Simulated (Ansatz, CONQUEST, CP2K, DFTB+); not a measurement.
# Amorphous polypropylene (as short chains C8H18) at 300 K (78 atoms) in CONQUEST

How do the settings of CONQUEST change the result for amorphous polypropylene (as short chains C8H18) at 300 K (78 atoms)? A plane-wave run serves as the yardstick.

Calculated with CONQUEST 1.3; the method is named at each step.

## 1. The structure

The cell holds 78 atoms: 24 C and 54 H. Its edges and angles: a = 8.864 Å, b = 8.864 Å, c = 8.864 Å, α = 90.0°, β = 90.0°, γ = 90.0°. 3 polypropylene chains of 2 units with methyl end groups placed at random, at 0.817 g/cm³; overlaps pushed apart, then 20 ps at 800 K with MMFF94 bonds, angles, torsions, charges and radii (Halgren, J. Comput. Chem. 17, 490 (1996)) in harmonic and 12-6 forms. Snapshot after 30 ps at 300 K and fixed volume. Then every atom was moved at random, 0.05 Å r.m.s. a Cartesian component (hydrogen 0.6 of that).

The yardstick, on the same geometry:

| Property | Result |
| --- | --- |
| method | Kohn-Sham DFT, PBE, PAW, plane waves (Ansatz 0.2.0); cutoff 420 eV, Γ point, fermi-dirac smearing of 0.05 eV; PAW set soft_2 |
| r.m.s. force component | 2.043 eV/Å |
| longest force | 9.825 eV/Å |
| pressure | 5.717 GPa |
| gap (highest filled to lowest empty level) | 5.561 eV |
| SCF cycles | 8 |
| time | 1.7 s on 4 threads of Intel Xeon 6975P-C (Granite Rapids), shared host |
| CPU time | 5.7 s |

## 2. PBE, grid 80 Ha

Method: Kohn-Sham DFT, PBE, norm-conserving pseudopotentials, pseudo-atomic orbitals (double zeta with polarisation), diagonalisation.

The .ion files beside the input carry potential, basis and functional.

Input file Conquest_input:

```
IO.Title cell
IO.Coordinates coords.dat
IO.FractionalAtomicCoords T
IO.Iprint 1
General.NumberOfSpecies 2
AtomMove.TypeOfRun static
AtomMove.CalcStress T
Grid.GridCutoff 80
DM.SolutionMethod diagon
SC.MaxIters 100
SC.LinearMixingFactor 0.3
minE.SCTolerance 1e-06
Diag.kT 0.001837
Diag.MPMesh T
Diag.GammaCentred T
Diag.MPMeshX 1
Diag.MPMeshY 1
Diag.MPMeshZ 1
%block ChemicalSpeciesLabel
1 12.011 C
2 1.008 H
%endblock
```

Input file coords.dat:

```
16.751137 0.000000 0.000000
0.000000 16.751137 0.000000
0.000000 0.000000 16.751137
78
0.33597 0.34087 0.30488 1 T T T
0.31189 0.43251 0.45368 1 T T T
0.33640 0.33951 0.58539 1 T T T
0.30361 0.43632 0.72565 1 T T T
0.22517 0.20549 0.59583 1 T T T
0.24660 0.10216 0.74209 1 T T T
0.14523 0.96823 0.72704 1 T T T
0.40475 0.05487 0.74759 1 T T T
0.28466 0.23544 0.28847 2 T T T
0.29361 0.40863 0.20468 2 T T T
0.46253 0.30955 0.31024 2 T T T
0.19273 0.45955 0.43106 2 T T T
0.37712 0.53552 0.44479 2 T T T
0.46236 0.31242 0.58501 2 T T T
0.33584 0.37945 0.83852 2 T T T
0.35018 0.54206 0.70953 2 T T T
0.18524 0.44063 0.71697 2 T T T
0.25513 0.13004 0.50138 2 T T T
0.11965 0.22300 0.58362 2 T T T
0.23088 0.17219 0.83348 2 T T T
0.17206 0.86870 0.65034 2 T T T
0.02967 0.02557 0.69588 2 T T T
0.10742 0.91455 0.82992 2 T T T
0.43742 0.00230 0.64251 2 T T T
0.48369 0.13543 0.77928 2 T T T
0.42727 0.96139 0.83543 2 T T T
0.88202 0.35403 0.29184 1 T T T
0.95948 0.42640 0.16626 1 T T T
0.85018 0.41949 0.03829 1 T T T
0.88766 0.25387 0.95545 1 T T T
0.89431 0.53296 0.92264 1 T T T
0.82787 0.52870 0.76185 1 T T T
0.64868 0.57263 0.76558 1 T T T
0.92468 0.63052 0.65077 1 T T T
0.87319 0.23028 0.27220 2 T T T
0.76784 0.38005 0.31818 2 T T T
0.94504 0.38246 0.40292 2 T T T
0.94241 0.55745 0.20015 2 T T T
0.07355 0.41430 0.16015 2 T T T
0.72194 0.42385 0.05397 2 T T T
0.99053 0.25958 0.89132 2 T T T
0.80143 0.22092 0.87099 2 T T T
0.86574 0.16765 0.03774 2 T T T
0.86181 0.65016 0.96634 2 T T T
0.00847 0.52818 0.92954 2 T T T
0.84394 0.41670 0.71696 2 T T T
0.62731 0.57637 0.64005 2 T T T
0.59578 0.49906 0.82141 2 T T T
0.63840 0.67775 0.80630 2 T T T
0.04640 0.63411 0.68576 2 T T T
0.92051 0.61130 0.53556 2 T T T
0.87070 0.75846 0.65511 2 T T T
0.07428 0.87651 0.26891 1 T T T
0.21677 0.79051 0.28560 1 T T T
0.32545 0.79579 0.14752 1 T T T
0.25604 0.69480 0.03687 1 T T T
[... 18 atom lines left out ...]
0.65795 0.72783 0.43524 2 T T T
0.73328 0.90763 0.07872 2 T T T
0.56038 0.01948 0.08708 2 T T T
0.71252 0.05238 0.21030 2 T T T
```

Run with:

```bash
$ OMP_NUM_THREADS=1 mpirun -np 2 Conquest > output.txt
```

Numbers of over 12 decimals in the logs are rounded to 6 here.

Conquest_out:

```text
      Simulation cell dimensions:    16.7511 a0 x    16.7511 a0 x    16.7511 a0
        This calculation includes non-local pseudopotentials,
         with a maximum core radius of      6.72726398
    Job title: cell
    Job to be run: static calculation
    Ground state search:
      Support functions represented with PAO basis
      1:1 PAO to SF mapping
      Non-spin-polarised electrons
      Solving for the K matrix using diagonalisation
      Using Fermi-Dirac smearing
    Integration grid size:     72 x   72 x   72
    Integration grid spacing:  0.233 a0 x 0.233 a0 x 0.233 a0
    Number of species:  2
    --------------------------------------------------------
    |   #  mass (au)  Charge (e)  SF Rad (a0)  NSF  Label  |
    --------------------------------------------------------
    |   1     12.011       4.000        6.514   13  C      |
    |   2      1.008       1.000        6.980    5  H      |
    --------------------------------------------------------
          SCF tolerance:                 0.00000100
          SCF iterations:               100
    The calculation will be performed on     2 processes
    The calculation will be performed on     1 thread
    Using the default matrix multiplication kernel
    The functional used will be GGA PBE96
    set_atom_dens: In set_atomic_density, electrons :     150.000000000000
    PulayMixSC: Starting Pulay mixing, A_up =  0.300 A_dn =  0.300
    PulayMixSC: Spin non-polarised calculation.
          Harris-Foulkes Energy            :      -177.278669 Ha
    PulayMixSC: Pulay iteration     1 residual:              0.52038E-02
          Harris-Foulkes Energy            :      -176.230903 Ha
    PulayMixSC: Pulay iteration     2 residual:              0.29070E-02
          Harris-Foulkes Energy            :      -176.014277 Ha
    PulayMixSC: Pulay iteration     3 residual:              0.14354E-02
          Harris-Foulkes Energy            :      -175.978360 Ha
    PulayMixSC: Pulay iteration     4 residual:              0.18312E-03
          Harris-Foulkes Energy            :      -175.977714 Ha
    PulayMixSC: Pulay iteration     5 residual:              0.67971E-04
          Harris-Foulkes Energy            :      -175.977563 Ha
    PulayMixSC: Pulay iteration     6 residual:              0.21689E-04
          Harris-Foulkes Energy            :      -175.977564 Ha
    PulayMixSC: Pulay iteration     7 residual:              0.82249E-05
          Harris-Foulkes Energy            :      -175.977563 Ha
    PulayMixSC: Pulay iteration     8 residual:              0.37497E-05
          Harris-Foulkes Energy            :      -175.977563 Ha
    PulayMixSC: Pulay iteration     9 residual:              0.75823E-06
    PulayMixSC: Reached SCF tolerance of  0.75823E-06 after      9 iterations
      | Number of electrons      =       150.000056
      |* Harris-Foulkes energy   =      -175.977563 Ha
      |* DFT total energy        =      -175.977563 Ha
    force: Forces on atoms (Ha/a0)
    force:  Atom   X              Y              Z
    force:     1   0.0551156534   0.0412906832   0.0011625858
    force:     2  -0.0358889352  -0.0197820249  -0.0745044500
    force:     3   0.0078689505  -0.0099785982   0.0547491678
    force:     4   0.0144906363  -0.0650487548   0.0164739756
    force:     5   0.1772763945  -0.0587307603   0.0227257614
    force:     6   0.0129878487  -0.0085561739  -0.0753319373
    force:     7  -0.0629947185   0.0120636220  -0.0135395558
    force:     8   0.0108887826  -0.0676252413   0.0264192678
    force:     9  -0.0288166495  -0.0394688383   0.0084584390
    force:    10   0.0213016278  -0.0047591704   0.0072296267
    force:    11  -0.0166442657   0.0096524508  -0.0204872041
    force:    12  -0.0130836511   0.0138334719   0.0190515474
    force:    13   0.0107255815   0.0134984895   0.0044074601
    force:    14  -0.0161762965  -0.0117415787   0.0006954215
    force:    15  -0.0032740292   0.0151453625  -0.0211697847
    force:    16   0.0230013021   0.0544423921   0.0032204380
    force:    17  -0.0432587809   0.0128399702   0.0116235058
    force:    18  -0.0019563923  -0.0086949634  -0.0061458139
    force:    19  -0.1500480423   0.0439974040  -0.0169552053
    force:    20  -0.0240033866   0.0290708958   0.0552981460
    force:    21   0.0031044919   0.0234571809   0.0013632721
    force:    22   0.0196206390  -0.0243440294  -0.0059691220
    force:    23   0.0058305449  -0.0073853365   0.0251796141
    force:    24   0.0097407504  -0.0067013941  -0.0204892800
[...]
force:    71   0.0101067343   0.0062464623  -0.0053991992
    force:    72  -0.0172495389   0.0122279573  -0.0002608386
    force:    73   0.0026604007  -0.0020594724   0.0114938541
    force:    74   0.0452426642   0.0442967000   0.0275966246
    force:    75  -0.0092731664  -0.0307953907   0.0411048649
    force:    76  -0.0128334085   0.0021917169   0.0132472725
    force:    77   0.0189441543  -0.0046337938   0.0082772200
    force:    78   0.0263387064   0.0403915432   0.0224490763
    force: Maximum force :        0.19025176(Ha/a0) on atom        54 in y direction
    force: Force Residual:        0.07576042 Ha/a0
    force: Total stress:         -7.37607060    -9.70213627    -7.55171152 GPa
    force: Average pressure:      8.20997280 GPa
    get_E_and_F: Change in energy during last step of electronic optimisation:  0.22411E-07
```

Wall time 45 s (2 MPI ranks of Intel Xeon 6975P-C (Granite Rapids), shared host); peak memory 2.8 GiB.

Banners, paths, timers and routine set-up lines are dropped from the logs unmarked, and long logs keep their key lines alone; longer cuts are marked.

Compared with the plane-wave run:

* r.m.s. force component: 2.249 eV/Å
* r.m.s. difference of force components: 320.5 meV/Å
* longest difference of force vectors: 1168 meV/Å
* force difference over r.m.s. force: 15.69 %
* slope of forces against the reference's: 1.094
* correlation of force components: 0.9935
* gap (highest filled to lowest empty level): 5.853 eV
* gap difference: 0.2917 eV
* pressure: 8.21 GPa
* pressure difference: 2.493 GPa

Length of the force difference by element (eV/Å):

| element | atoms | mean | most |
| --- | --- | --- | --- |
| C | 24 | 0.52 | 1.0 |
| H | 54 | 0.51 | 1.2 |

Levels nearest the highest filled one (eV from it): -1.20, -1.12, -0.99, -0.82, -0.75, -0.68, -0.67, -0.48, -0.45, -0.34, -0.10, 0.00, 5.85, 6.64, 6.70, 6.92, 6.99, 7.08, 7.27, 7.55, 7.66, 7.81, 7.86, 7.99.

The surroundings of H51, picked at random, nearest first, numbered as they follow in the input and with coordinates relative to it.

```
atom      x      y      z  distance (Å)  bonds     Fx     Fy  Fz (eV/Å)
 H51   0.00   0.00   0.00          0.00      1  -0.36  -1.21      -2.84
 C34   0.04   0.17   1.02          1.04      4  -1.53   3.22       3.90
 H52  -0.44   1.30   1.06          1.74      1   1.38  -2.11       0.22
 H50   1.12   0.20   1.33          1.75      1  -0.51   0.17      -0.07
 C32  -0.82  -0.73   2.01          2.29      4  -0.17   1.44       0.08
 H37   0.22  -2.03  -1.18          2.35      1  -0.53  -0.89      -0.79
 H46  -0.68  -1.72   1.61          2.45      1  -0.31  -1.32      -0.37
 H75  -2.33   1.03  -0.89          2.70      1  -0.48  -1.58       2.11
 H47  -2.60  -0.31   0.93          2.78      1  -0.78  -0.19       0.69
```

Forces lie 16 % from the reference's, at 16 times its CPU time (on 2 against 4 cores).

## 3. PBE, grid 60 Ha

Method: Kohn-Sham DFT, PBE, norm-conserving pseudopotentials, pseudo-atomic orbitals (double zeta with polarisation), diagonalisation.

Changes to Conquest_input since step 2:

```diff
@@ -7,3 +7,3 @@
 AtomMove.CalcStress T
-Grid.GridCutoff 80
+Grid.GridCutoff 60
 DM.SolutionMethod diagon
```

coords.dat is that of step 2.

Conquest_out:

```text
      Simulation cell dimensions:    16.7511 a0 x    16.7511 a0 x    16.7511 a0
        This calculation includes non-local pseudopotentials,
         with a maximum core radius of      6.72726398
    Job title: cell
    Job to be run: static calculation
    Ground state search:
      Support functions represented with PAO basis
      1:1 PAO to SF mapping
      Non-spin-polarised electrons
[... lines left out ...]
      Using Fermi-Dirac smearing
[... lines left out ...]
    The functional used will be GGA PBE96
[... lines left out ...]
    PulayMixSC: Reached SCF tolerance of  0.75830E-06 after      9 iterations
      | Number of electrons      =       150.000037
      |* Harris-Foulkes energy   =      -175.977612 Ha
      |* DFT total energy        =      -175.977612 Ha
    force: Forces on atoms (Ha/a0)
    force:  Atom   X              Y              Z
    force:     1   0.0551492172   0.0414079419   0.0012084861
    force:     2  -0.0360116516  -0.0198584384  -0.0742567004
    force:     3   0.0079121785  -0.0098565659   0.0547395421
[...]
force:    77   0.0192056158  -0.0046321925   0.0081339155
    force:    78   0.0268027745   0.0400587597   0.0226284231
    force: Maximum force :        0.19050513(Ha/a0) on atom        54 in y direction
    force: Force Residual:        0.07578065 Ha/a0
    force: Total stress:         -7.38722685    -9.71889605    -7.55267789 GPa
    force: Average pressure:      8.21960026 GPa
    get_E_and_F: Change in energy during last step of electronic optimisation:  0.22393E-07
```

It took 33 s on 2 MPI ranks; peak memory 1.9 GiB; 66 s of CPU time.

Numbers from this run, and their distance from the reference:

* r.m.s. force component: 2.25 eV/Å
* r.m.s. difference of force components: 321.2 meV/Å
* longest difference of force vectors: 1141 meV/Å
* force difference over r.m.s. force: 15.73 %
* slope of forces against the reference's: 1.094
* correlation of force components: 0.9934
* gap (highest filled to lowest empty level): 5.852 eV
* gap difference: 0.2904 eV
* pressure: 8.22 GPa
* pressure difference: 2.503 GPa
* energy less the same-level run's: -0.0169 meV/atom
* r.m.s. force difference from the same-level run: 11.5 meV/Å

This is a coarse setting, run to see what it loses.

Against the first run (16 %), the force difference from the reference is 16 %, at 0.73 times the CPU time: the change moves forces by 11 meV/Å r.m.s., so most of the difference comes from elsewhere.

## 4. All runs compared

Differences are against the plane-wave reference, forces as r.m.s. over components; share is that over the reference's r.m.s. force, slope the least-squares factor from reference forces to these. Total energies of different programs have different zeros and aren't compared.

```
                              run  Δ force, r.m.s. (meV/Å)  share (%)  slope  Δ pressure (GPa)  Δ gap (eV)  cores  CPU time  memory (GiB)
                        reference                        -          -      -                 -           -      4     5.7 s          0.69
         CONQUEST PBE, grid 80 Ha                      320       15.7  1.094              2.49       0.292      2      89 s           2.8
CONQUEST PBE, grid 60 Ha (coarse)                      321       15.7  1.094              2.50       0.290      2      66 s           1.9
```

Rows marked coarse were listed beforehand as settings not expected to be converged; some can still land near the reference.

CPU time is summed over cores on a shared host, where runs went side by side, so it is rough. Symmetry, cutoffs, thresholds, outputs and thread counts weren't matched or tuned between programs; memory under MPI is the largest rank's times the ranks.

Within one program, basis, potentials and functional, energies share a zero. Each run against its twin at the usual cutoff or grid and solver:

| run | twin | Δ energy (meV/atom) | Δ force, r.m.s. (meV/Å) | CPU time over the twin's |
| --- | --- | --- | --- | --- |
| CONQUEST PBE, grid 60 Ha | grid 80 Ha | -0.0169 | 11.5 | 0.73 |

A second geometry, displaced anew (every atom was moved at random, 0.08 Å r.m.s. a Cartesian component (hydrogen 0.6 of that)), gives an energy difference that all programs can be tested on. The reference puts it at 116.2 meV/atom.

```
                     run  energy less the first geometry's (meV/atom)  error (meV/atom)  force share at the second geometry (%)
CONQUEST PBE, grid 80 Ha                                        122.5              6.22                                    12.3
CONQUEST PBE, grid 60 Ha                                        122.4              6.17                                    12.3
```

## 5. What came out

| Quantity | Value |
| --- | --- |
| nearest in forces | a tie at 16 % of 2 runs: CONQUEST PBE, grid 80 Ha; CONQUEST PBE, grid 60 Ha (coarse) |

The PBE run in local orbitals, coarse settings apart, differs by 16 % (CONQUEST PBE, grid 80 Ha); basis, grid and potentials can all enter. Runs with settings chosen to be coarse differ by 16 % (CONQUEST PBE, grid 60 Ha), their programs' other errors included. None of the electronic-structure runs in the table takes under half the reference's CPU time of 5.7 s; they take 12 to 16 times as much. At the same functional, the gap of these runs lies 0.29 eV above the reference's 5.56 eV. In pressure, CONQUEST PBE, grid 60 Ha misses by +2.5 GPa, at the same functional. All runs miss the energy difference between the two geometries, 116 meV/atom in the reference, by about 6.2 meV/atom. Forces of 2.0 eV/Å r.m.s. are well above thermal ones: they come largely from the bond lengths of the classical model and from the random displacements, and they dominate the comparison. With short bonds to hydrogen, sets of potentials differ among themselves by several per cent in forces even at converged cutoffs, so the reference isn't exact here either. The network of contacts between molecules at the start is that of the classical potential that made the cell, and needn't be the one that DFT or experiment would give. The reference's PBE has no dispersion term, which matters for the binding between molecules or layers. The electronic-structure runs sample only Γ, in a cell whose shortest periodic width is 9 Å.

[Also dropped from logs without a mark: logging warnings of Python, and SIESTA's first energy breakdown and zero terms.]

[Logs are printed without paths, hosts, clocks, repeated set-up lines and the standing remarks that a program may print on its own settings, such as how far it seeks lower states.]

[Hosts, paths, dates, database ids (printed as entryN), source tags and the programs' standing remarks are cut or masked in the printed files.]

[The MMFF94 radii named for the starting cell were scaled by 0.96; in molecules described by MMFF94, hydrogen bound to N, O or S took a small fixed 12-6 site in their place.]
